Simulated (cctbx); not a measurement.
# Occupancies in Mn2NiS4

Cell a = 3.6590 Å, b = 12.1210 Å, c = 11.6880 Å, α = 90.00°, β = 90.00°, γ = 90.00°; space group Pbcm (no. 57); nominal formula Mn2NiS4.

Simulated single-crystal data (cctbx): Mo Kα, λ = 0.71073 Å, to d = 0.77 Å, 70 % of the full sphere, strongest reflection 20000 counts, noise from counting, a 2 % proportional error and a noise floor of 4 counts (s.d.); no absorption, and some extinction, which the refinements don't model.

With every site full:

```text
Rint 0.025, 623 unique reflections to 0.77 A
cycle     R1     wR2    GooF  max shift (A)
   1  0.0682  0.1456   5.963   0.00047
   2  0.0143  0.0304   1.246   0.00000
final R1 0.0143 wR2 0.0304 GooF 1.246  parameters 35  data/parameter 17.8
atom        x        y        z      Ueq    occ   su(xyz)  su(Uiso or U11)
Ni1    0.67590  0.35431  0.25000   0.0115  1.000  0.00009  0.0002
Mn1    0.20217  0.38582  0.57181   0.0143  1.000  0.00008  0.0001
S1     0.78117  0.97302  0.38662   0.0174  1.000  0.00013  0.0002
S2     0.61042  0.25000  0.50000   0.0193  1.000  0.00019  0.0003
S3     0.81903  0.79349  0.75000   0.0139  1.000  0.00018  0.0003
difference map: max 0.37 min -0.44 rms 0.10
Q1    0.3925  0.5345  0.7500    4    0.38  1.37 A from Ni1
Q2    0.2885  0.6266  0.2500    4    0.37  1.97 A from S3
Q3    0.0886  0.2322  0.0451    8    0.35  1.52 A from Mn1
Q4    0.3411  0.2122  0.7500    4    0.33  1.15 A from S3
Q5    0.0136  0.1417  0.2500    4    0.30  1.00 A from S3
Q6    0.0824  0.6138  0.5491    8    0.30  1.70 A from S1
```

With the occupancies of the suspect sites free, each still typed as its main element:

```text
Rint 0.025, 623 unique reflections to 0.77 A
cycle     R1     wR2    GooF  max shift (A)
   1  0.0522  0.1202   4.924   0.00007
   5  0.0137  0.0291   1.194   0.00001
final R1 0.0137 wR2 0.0291 GooF 1.192  parameters 36  data/parameter 17.3
atom        x        y        z      Ueq    occ   su(xyz)  su(Uiso or U11)
Ni1    0.67592  0.35431  0.25000   0.0116  1.000  0.00009  0.0002
Mn1    0.20217  0.38582  0.57181   0.0144  1.000  0.00007  0.0001
S1     0.78117  0.97302  0.38663   0.0175  1.000  0.00013  0.0002
S2     0.61041  0.25000  0.50000   0.0181  0.975  0.00018  0.0004
S3     0.81902  0.79350  0.75000   0.0140  1.000  0.00017  0.0003
su of occupancy S2: 0.004
difference map: max 0.33 min -0.41 rms 0.10
Q1    0.3964  0.5313  0.7500    4    0.33  1.41 A from Ni1
Q2    0.2818  0.6279  0.2500    4    0.33  1.94 A from S3
Q3    0.4706  0.0140  0.0854    8    0.28  1.28 A from S1
Q4    0.0061  0.1465  0.2500    4    0.28  0.97 A from S3
Q5    0.0511  0.2347  0.0519    8    0.27  1.58 A from Mn1
Q6    0.1311  0.5602  0.7075    8    0.27  1.35 A from Ni1
```

**Question.** What is the disorder?

X-rays count electrons. S2 refines to 0.975(0.004), or 15.6 electrons; the site truly holds 0.97 S, 15.5 electrons, which is 0.970 of S. A value under 1 can't tell vacancies from a lighter guest, and one over 1 needs a heavier guest; chemistry or a second radiation must settle which. Occupancy correlates with U and the scale, so the match is approximate.

Freeing them takes R1 from 0.0143 to 0.0137 and GooF from 1.25 to 1.19.

The model was made for the exercise: a known structure type with other elements put in, its volume estimated, not relaxed; displacement parameters are assumed.

[Middle refinement cycles are left out of these outputs.]

[Logs are printed without paths, hosts, clocks, repeated set-up lines and the standing remarks that a program may print on its own settings, such as how far it seeks lower states.]
